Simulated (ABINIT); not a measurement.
Entries from a set of simulations; values are calculated unless marked as measured.

```
Quasiparticle gap of SiO2 (Quartz) in ABINIT
1.0
     4.91580    0.00000    0.00000
    -2.45790    4.25721    0.00000
     0.00000    0.00000    5.40910
Si O
3 6
Direct
  0.53030 0.00000 0.33333
  0.00000 0.53030 0.66667
  0.46970 0.46970 0.00000
  0.14620 0.41420 0.88100
  0.58580 0.73200 0.21433
  0.26800 0.85380 0.54767
  0.41420 0.14620 0.11900
  0.73200 0.58580 0.78567
  0.85380 0.26800 0.45233
# method: RPA screening on PBE, plane waves, norm-conserving pseudopotentials (and 2 further levels or steps)
# program: ABINIT 10.8.3
# settings: cutoff 36 Ha, PseudoDojo scalar-relativistic 0.4.1 standard, norm-conserving, potential set dojo-sr-pbe-0.4.1-standard, ngkpt (3, 3, 2), nband 216, ecuteps 5.7 Ha, inclvkb 2, shiftk (0, 0, 0), symchi 1, awtr 1, frequency ppm, 3×3×2 k-mesh
# cost: 5 runs, 7.8 min in all on 4 MPI ranks of Arm Neoverse V2, shared host
# notes: The program’s warnings: nkpt*nsppol () is not a multiple of nproc spkpt (). The cell and positions come from the Crystallography Open Database and are kept as given unless a step says otherwise. The 3×3×2 mesh is coarse for this cell, which bears on the long-range parts of exchange and screening.
# PBE gap: 6.04 eV, indirect
# G0W0 gap on the mesh: 8.62 eV
# GW settings: 3×3×2 mesh, 216 bands, screening to 155.1 eV, Godby-Needs plasmon pole
# known limits: short of the basis limit; coarse k mesh
```

[Long decimals in the printed logs are rounded to 6 places.]

[Logs are printed without paths, hosts, clocks, repeated set-up lines and the standing remarks that a program may print on its own settings, such as how far it seeks lower states.]

[Paths, hosts, dates, memory and timing lines, banners, echoed tables and standing remarks are left out of the program output; an Ansatz launch command may be rebuilt from the run's recorded settings. Measured values are a selection of at most five: reports struck by readers or far from the other reports are left out. None is set beside runs whose start may be inverted or whose files or cutoffs have a known fault.]

[Runs of the session that timed out or met a known fault of the program may be left out.]

[Hosts, paths, dates, database ids (printed as entryN), source tags and the programs' standing remarks are cut or masked in the printed files.]

[G0W0 gaps are taken among the corrected bands and points alone; a level outside them can change the order at an edge.]

[Where Ansatz stands beside ABINIT at settings called matched, ABINIT's density can come from a denser mesh and the files from another edition; pairs whose starting gaps differed by over 0.03 eV were left out, so agreement reads better than it is.]
